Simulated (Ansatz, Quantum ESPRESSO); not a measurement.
# 1T-SiSSe, 1 layer: response to a perpendicular field, part 2 of 7

Aim: how 1T-SiSSe, 1 layer screens a field along its normal, and what the field does to its bands.

Quantum ESPRESSO 7.5; plane-wave DFT, vdW-DF-cx, GBRV ultrasoft pseudopotentials made under PBE; geometry and cross-check by Ansatz 0.2.0 with PAW datasets.

So far: The structure; Relaxation with Ansatz.

### Step 3. Self-consistent run: no field

The zero-field run is the reference. tefield and dipfield are on already, so that all runs share k-points and boundary.

Level of this step: plane-wave DFT, vdW-DF-cx, GBRV ultrasoft pseudopotentials made under PBE (Quantum ESPRESSO 7.5). input_dft overrides the functional of the files.

Input file f0.in:

```
&control
  prefix = 'f0'
  outdir = './out'
  pseudo_dir = './pseudo'
  calculation = 'scf'
  tprnfor = .true.
  tefield = .true.
  dipfield = .true.
/
&system
  ibrav = 0
  nat = 3
  ntyp = 3
  ecutwfc = 40
  ecutrho = 200
  input_dft = 'vdw-df-cx'
  occupations = 'smearing'
  smearing = 'fd'
  degauss = 0.004
  edir = 3
  emaxpos = 0.97
  eopreg = 0.04
  eamp = 0.0
/
&electrons
  conv_thr = 1e-09
  mixing_beta = 0.4
  electron_maxstep = 120
  mixing_mode = 'plain'
/
ATOMIC_SPECIES
  Se  78.9710  se_pbe_v1.uspp.F.UPF
  Si  28.0850  si_pbe_v1.uspp.F.UPF
  S   32.0600  s_pbe_v1.4.uspp.F.UPF
CELL_PARAMETERS angstrom
  3.40598884481238 0.00000000000000 0.00000000000000
  -1.70299442240619 2.94967286461394 -0.00000000000000
  0.00000000000000 -0.00000000000000 18.92364339760000
ATOMIC_POSITIONS crystal
  Se  0.666666666667 0.333333333333 0.426942135683
  Si  0.000000000000 -0.000000000000 0.503882251170
  S   0.333333333333 0.666666666667 0.572737004946
K_POINTS automatic
  12 12 1 0 0 0
```

Command:

```console
$ OMP_NUM_THREADS=1 mpirun -n 4 pw.x -nk 4 -in f0.in > f0.out
```

The log of the run:

```text
Program PWSCF v.7.5 starts
[citation notice left out]

     Parallel version (MPI & OpenMP), running on       4 processor cores
     Number of MPI processes:                 4
     Threads/MPI process:                     1

     MPI processes distributed on     1 nodes
[...]
Current dimensions of program PWSCF are:
     Max number of different atomic species (ntypx) = 10
     Max number of k-points (npk) =  40000
     Max angular momentum in pseudopotentials (lmaxx) =  4
     Presently no symmetry can be used with electric field

     IMPORTANT: XC functional enforced from input :
     Exchange-correlation= VDW-DF-CX
                           (   1   4  27   0   1   0   0)
     Any further DFT definition will be discarded
     Please, verify this is what you really want

     K-points division:     npool     =       4
     Subspace diagonalization in iterative solution of the eigenvalue problem:
     a serial algorithm will be used

     G-vector sticks info
     --------------------
     sticks:   dense  smooth     PW     G-vecs:    dense   smooth      PW
     Sum         583     451    151                61343    43685    8465

     Using Slab Decomposition

     bravais-lattice index     =            0
     lattice parameter (alat)  =       6.4364  a.u.
     unit-cell volume          =    1282.9757 (a.u.)^3
     number of atoms/cell      =            3
     number of atomic types    =            3
     number of electrons       =        16.00
     number of Kohn-Sham states=           12
     kinetic-energy cutoff     =      40.0000  Ry
     charge density cutoff     =     200.0000  Ry
     scf convergence threshold =      1.0E-09
     mixing beta               =       0.4000
     number of iterations used =            8  plain     mixing
     Exchange-correlation= VDW-DF-CX
                           (   1   4  27   0   1   0   0)

     celldm(1)=   6.436386  celldm(2)=   0.000000  celldm(3)=   0.000000
     celldm(4)=   0.000000  celldm(5)=   0.000000  celldm(6)=   0.000000

     crystal axes: (cart. coord. in units of alat)
               a(1) = (   1.000000   0.000000   0.000000 )
               a(2) = (  -0.500000   0.866025  -0.000000 )
               a(3) = (   0.000000  -0.000000   5.555991 )

     reciprocal axes: (cart. coord. in units 2 pi/alat)
               b(1) = (  1.000000  0.577350  0.000000 )
               b(2) = ( -0.000000  1.154701  0.000000 )
               b(3) = ( -0.000000  0.000000  0.179986 )

     PseudoPot. # 1 for Se read from file:
     ./pseudo/se_pbe_v1.uspp.F.UPF
     Pseudo is Ultrasoft + core correction, Zval =  6.0
     Generated by new atomic code, or converted to UPF format
     Using radial grid of  877 points,  6 beta functions with:
                l(1) =   0
                l(2) =   0
                l(3) =   1
                l(4) =   1
                l(5) =   2
                l(6) =   2
     Q(r) pseudized with  8 coefficients,  rinner =    1.300   1.300   1.300
                                                       1.300   1.300

     PseudoPot. # 2 for Si read from file:
     ./pseudo/si_pbe_v1.uspp.F.UPF
     Pseudo is Ultrasoft + core correction, Zval =  4.0
     Generated by new atomic code, or converted to UPF format
     Using radial grid of  899 points,  6 beta functions with:
                l(1) =   0
                l(2) =   0
                l(3) =   1
                l(4) =   1
                l(5) =   2
                l(6) =   2
     Q(r) pseudized with  8 coefficients,  rinner =    0.900   0.900   0.900
                                                       0.900   0.900

     PseudoPot. # 3 for S  read from file:
     ./pseudo/s_pbe_v1.4.uspp.F.UPF
     Pseudo is Ultrasoft + core correction, Zval =  6.0
     Generated by new atomic code, or converted to UPF format
     Using radial grid of  907 points,  6 beta functions with:
                l(1) =   0
                l(2) =   0
                l(3) =   1
                l(4) =   1
                l(5) =   2
                l(6) =   2
     Q(r) pseudized with  8 coefficients,  rinner =    1.300   1.300   1.300
                                                       1.300   1.300

     atomic species   valence    mass     pseudopotential
     Se                6.00    78.97100     Se( 1.00)
     Si                4.00    28.08500     Si( 1.00)
     S                 6.00    32.06000     S ( 1.00)

     No symmetry found

   Cartesian axes

     site n.     atom                  positions (alat units)
         1        Se     tau(   1) = (   0.5000000   0.2886751   2.3720867  )
         2        Si     tau(   2) = (   0.0000000   0.0000000   2.7995653  )
         3        S      tau(   3) = (  -0.0000000   0.5773503   3.1821216  )

     number of k points=    74  Fermi-Dirac smearing, width (Ry)=  0.0040
                       cart. coord. in units 2pi/alat
        k(    1) = (   0.0000000   0.0000000   0.0000000), wk =   0.0138889
        k(    2) = (   0.0000000   0.0962250   0.0000000), wk =   0.0277778
        k(    3) = (   0.0000000   0.1924501   0.0000000), wk =   0.0277778
        k(    4) = (   0.0000000   0.2886751   0.0000000), wk =   0.0277778
        k(    5) = (   0.0000000   0.3849002   0.0000000), wk =   0.0277778
        k(    6) = (   0.0000000   0.4811252   0.0000000), wk =   0.0277778
        k(    7) = (   0.0000000  -0.5773503   0.0000000), wk =   0.0138889
        k(    8) = (   0.0833333   0.0481125   0.0000000), wk =   0.0277778
        k(    9) = (   0.0833333   0.1443376   0.0000000), wk =   0.0277778
        k(   10) = (   0.0833333   0.2405626   0.0000000), wk =   0.0277778
[...]
k(   74) = (  -0.5000000  -0.8660254   0.0000000), wk =   0.0138889

     Dense  grid:    61343 G-vectors     FFT dimensions: (  30,  30, 162)

     Smooth grid:    43685 G-vectors     FFT dimensions: (  25,  25, 144)

     Estimated max dynamical RAM per process >     111.58 MB

     Estimated total dynamical RAM >     401.40 MB

     Initial potential from superposition of free atoms

     starting charge      15.9992, renormalised to      16.0000

     negative rho (up, down):  3.737E-04 0.000E+00

     %%%%%%%%%%%%%%%%%%%%%%%%%%%%%%%%%%%%%%%%%%%%%%%%%%%%%%%%%%%%%%%%%%%%%%%%
     %                                                                      %
     % You are using vdW-DF, which was implemented by the Thonhauser group. %
     % Please cite the following two papers that made this development      %
     % possible and the two reviews that describe the various versions:     %
[...]
total cpu time spent up to now is       14.7 secs

     per-process dynamical memory:    59.6 Mb

     Self-consistent Calculation

     iteration #  1     ecut=    40.00 Ry     beta= 0.40
     Davidson diagonalization with overlap
     ethr =  1.00E-02,  avg # of iterations =  3.5

     Threshold (ethr) on eigenvalues was too large:
     Diagonalizing with lowered threshold

     Davidson diagonalization with overlap
     ethr =  3.74E-04,  avg # of iterations =  4.4

     negative rho (up, down):  3.874E-04 0.000E+00

     Adding external electric field

     Computed dipole along edir(3) :
        Dipole               -0.0843 Ry au,         -0.2142 Debye
        Dipole field         -0.0008 Ry au,

        Potential amp.        0.0567 Ry
        Total length         34.3301 bohr

     total cpu time spent up to now is       18.6 secs

     total energy              =     -77.12215428 Ry
     estimated scf accuracy    <       0.06017269 Ry

     iteration #  2     ecut=    40.00 Ry     beta= 0.40
[...]
negative rho (up, down):  4.058E-04 0.000E+00

[...]
Dipole                0.0826 Ry au,          0.2099 Debye
[...]
total energy              =     -77.12287423 Ry
     estimated scf accuracy    <       0.01864059 Ry

     iteration #  3     ecut=    40.00 Ry     beta= 0.40
[...]
negative rho (up, down):  4.171E-04 0.000E+00

[...]
Dipole               -0.0419 Ry au,         -0.1066 Debye
[...]
total energy              =     -77.12309655 Ry
     estimated scf accuracy    <       0.03749103 Ry

     iteration #  4     ecut=    40.00 Ry     beta= 0.40
[...]
negative rho (up, down):  4.223E-04 0.000E+00

[...]
Dipole               -0.0371 Ry au,         -0.0943 Debye
[...]
total energy              =     -77.12731869 Ry
     estimated scf accuracy    <       0.00122134 Ry

     iteration #  5     ecut=    40.00 Ry     beta= 0.40
[...]
c_bands:  1 eigenvalues not converged
     c_bands:  1 eigenvalues not converged
[...]
negative rho (up, down):  4.277E-04 0.000E+00

[...]
Dipole               -0.0332 Ry au,         -0.0843 Debye
[...]
total energy              =     -77.12746914 Ry
     estimated scf accuracy    <       0.00023730 Ry

     iteration #  6     ecut=    40.00 Ry     beta= 0.40
[...]
negative rho (up, down):  4.308E-04 0.000E+00

[...]
Dipole               -0.0328 Ry au,         -0.0834 Debye
[...]
total energy              =     -77.12750305 Ry
     estimated scf accuracy    <       0.00000913 Ry

     iteration #  7     ecut=    40.00 Ry     beta= 0.40
[...]
negative rho (up, down):  4.324E-04 0.000E+00

[...]
Dipole               -0.0325 Ry au,         -0.0827 Debye
[...]
total energy              =     -77.12752352 Ry
     estimated scf accuracy    <       0.00000168 Ry

     iteration #  8     ecut=    40.00 Ry     beta= 0.40
[...]
negative rho (up, down):  4.334E-04 0.000E+00

[...]
Dipole               -0.0329 Ry au,         -0.0835 Debye
[...]
total energy              =     -77.12752387 Ry
     estimated scf accuracy    <       0.00000049 Ry

     iteration #  9     ecut=    40.00 Ry     beta= 0.40
[...]
negative rho (up, down):  4.340E-04 0.000E+00

[...]
Dipole               -0.0328 Ry au,         -0.0833 Debye
[...]
total energy              =     -77.12752399 Ry
     estimated scf accuracy    <       0.00000004 Ry

     iteration # 10     ecut=    40.00 Ry     beta= 0.40
[...]
negative rho (up, down):  4.343E-04 0.000E+00

[...]
Dipole               -0.0328 Ry au,         -0.0833 Debye
[...]
total energy              =     -77.12752390 Ry
     estimated scf accuracy    <          7.1E-09 Ry

     iteration # 11     ecut=    40.00 Ry     beta= 0.40
[...]
negative rho (up, down):  4.349E-04 0.000E+00

[...]
Dipole               -0.0327 Ry au,         -0.0831 Debye
[...]
End of self-consistent calculation

          k = 0.0000 0.0000 0.0000 (  5519 PWs)   bands (ev):

   -17.3609 -15.1166  -7.9974  -3.6095  -3.3171  -3.3170  -2.1539  -2.1539
     0.4767   1.7483   2.4247   2.4247

          k = 0.0000 0.0962 0.0000 (  5525 PWs)   bands (ev):

   -17.2655 -15.0511  -7.9637  -4.0614  -3.5716  -3.5504  -2.7250  -2.1141
     0.9127   2.0286   2.4324   2.6065

          k = 0.0000 0.1925 0.0000 (  5527 PWs)   bands (ev):

   -16.9833 -14.8662  -7.9314  -5.4182  -4.0803  -3.8121  -3.4443  -2.1726
     0.7886   2.2413   3.0886   3.0998

          k = 0.0000 0.2887 0.0000 (  5501 PWs)   bands (ev):

   -16.5296 -14.6031  -8.2250  -6.5277  -4.7907  -4.5869  -3.3265  -2.3752
     0.0166   2.5530   3.3521   3.6607

          k = 0.0000 0.3849 0.0000 (  5471 PWs)   bands (ev):

   -15.9390 -14.3542  -9.0821  -7.1580  -5.2398  -4.9886  -3.2670  -2.6087
    -0.7197   2.4943   3.0506   3.9999

          k = 0.0000 0.4811 0.0000 (  5468 PWs)   bands (ev):

   -15.2938 -14.2811  -9.8741  -7.7008  -5.2419  -5.1309  -3.3280  -2.7801
    -1.2438   2.3557   2.8578   4.0183

[...]
the Fermi energy is    -1.7449 ev

!    total energy              =     -77.12752388 Ry
     estimated scf accuracy    <          3.6E-10 Ry
     smearing contrib. (-TS)   =      -0.00000865 Ry
     internal energy E=F+TS    =     -77.12751523 Ry

     The total energy is F=E-TS. E is the sum of the following terms:
     one-electron contribution =    -297.54040576 Ry
     hartree contribution      =     152.10880753 Ry
     xc contribution           =     -42.28259375 Ry
     ewald contribution        =     110.58666629 Ry
     electric field correction =       0.00001048 Ry

     convergence has been achieved in  11 iterations

     negative rho (up, down):  4.349E-04 0.000E+00

     Forces acting on atoms (cartesian axes, Ry/au):

     atom    1 type  1   force =     0.00000005   -0.00000003    0.00181531
     atom    2 type  2   force =    -0.00000000   -0.00000002   -0.00073788
     atom    3 type  3   force =    -0.00000005    0.00000005   -0.00107743

     Total force =     0.002236     Total SCF correction =     0.000053

[...]
=------------------------------------------------------------------------------=
   JOB DONE.
=------------------------------------------------------------------------------=
[...]
[key lines of the parts left out:]
Dipole field         -0.0003 Ry au,
```

Elapsed: 41 s, on 4 MPI ranks of Arm Neoverse V2, shared host; peak memory 0.79 GiB.

Numbers from this step:

* free energy: -1049.3734 eV
* energy at zero smearing: -1049.3734 eV
* Fermi energy: -1.745 eV
* dipole along the normal: -0.01730 e·Å
* valence top, on the run's zero: -2.114 eV
* conduction bottom, on the run's zero: -1.433 eV
* gap by band count: 0.6811 eV

The program's own clock; routines nest. Time by routine:

| routine | wall time (s) | calls |
| --- | --- | --- |
| PWSCF | 40.8 | 1 |
| electrons | 25.42 | 1 |
| c_bands | 16.92 | 12 |
| v_of_rho | 16.84 | 12 |
| init_run | 14.56 | 1 |
| potinit | 13.69 | 1 |
| cegterg | 13.37 | 228 |
| vdW_kernel | 13.34 | 1 |
| h_psi | 10.3 | 1184 |
| fftw | 8.51 | 18866 |
| vloc_psi | 8.17 | 1184 |
| sum_band | 3.77 | 12 |
| fft | 1.52 | 816 |
| newd | 1.5 | 12 |

The run needed 11 iterations to bring the estimated error under 1e-09 Ry; the largest force on any atom, held or free, is 0.05 eV/Å.

### Step 4. Potential by pp.x

plot_num = 11 writes the bare and Hartree potential. It leaves out exchange and correlation, which fade slowly, so it flattens close to the surface.

Input file f0.pot.in:

```
&inputpp
  prefix = 'f0'
  outdir = './out'
  filplot = 'f0.pot.dat'
  plot_num = 11
/
```

Command:

```console
$ OMP_NUM_THREADS=1 mpirun -n 4 pp.x -in f0.pot.in > f0.pot.out
```

Run time: 14 s. Hardware: 4 MPI ranks; peak memory 0.21 GiB; 57 s of CPU time.

This step gave:

| Quantity | Value |
| --- | --- |
| slope of the potential above | 2.82e-5 eV/Å |
| upper vacuum line continued to the top atoms, over the valence top | 6.111 eV |
| slope of the potential below | -3.46e-5 eV/Å |
| lower vacuum line continued to the bottom atoms, over the valence top | 5.799 eV |
| vacuum level at the upper face over the valence top of the mesh | 6.111 eV |
| vacuum level at the lower face over the valence top of the mesh | 5.799 eV |

The vacuum is flat to 0.1 meV/Å, so its level is well defined. Inside the slab the curve depends on the local part of the pseudopotentials; only the vacuum level has a meaning of its own.

(Continued in part 3 of 7.)

[Logs are printed without paths, hosts, clocks, repeated set-up lines and the standing remarks that a program may print on its own settings, such as how far it seeks lower states.]

[Hosts, paths, dates, database ids (printed as entryN), source tags and the programs' standing remarks are cut or masked in the printed files.]

[Maps of the electrostatic potential energy from Ansatz leave out the sawtooth potential of an applied field or a dipole correction, so their vacuum need not be flat; planar profiles and work functions include it.]
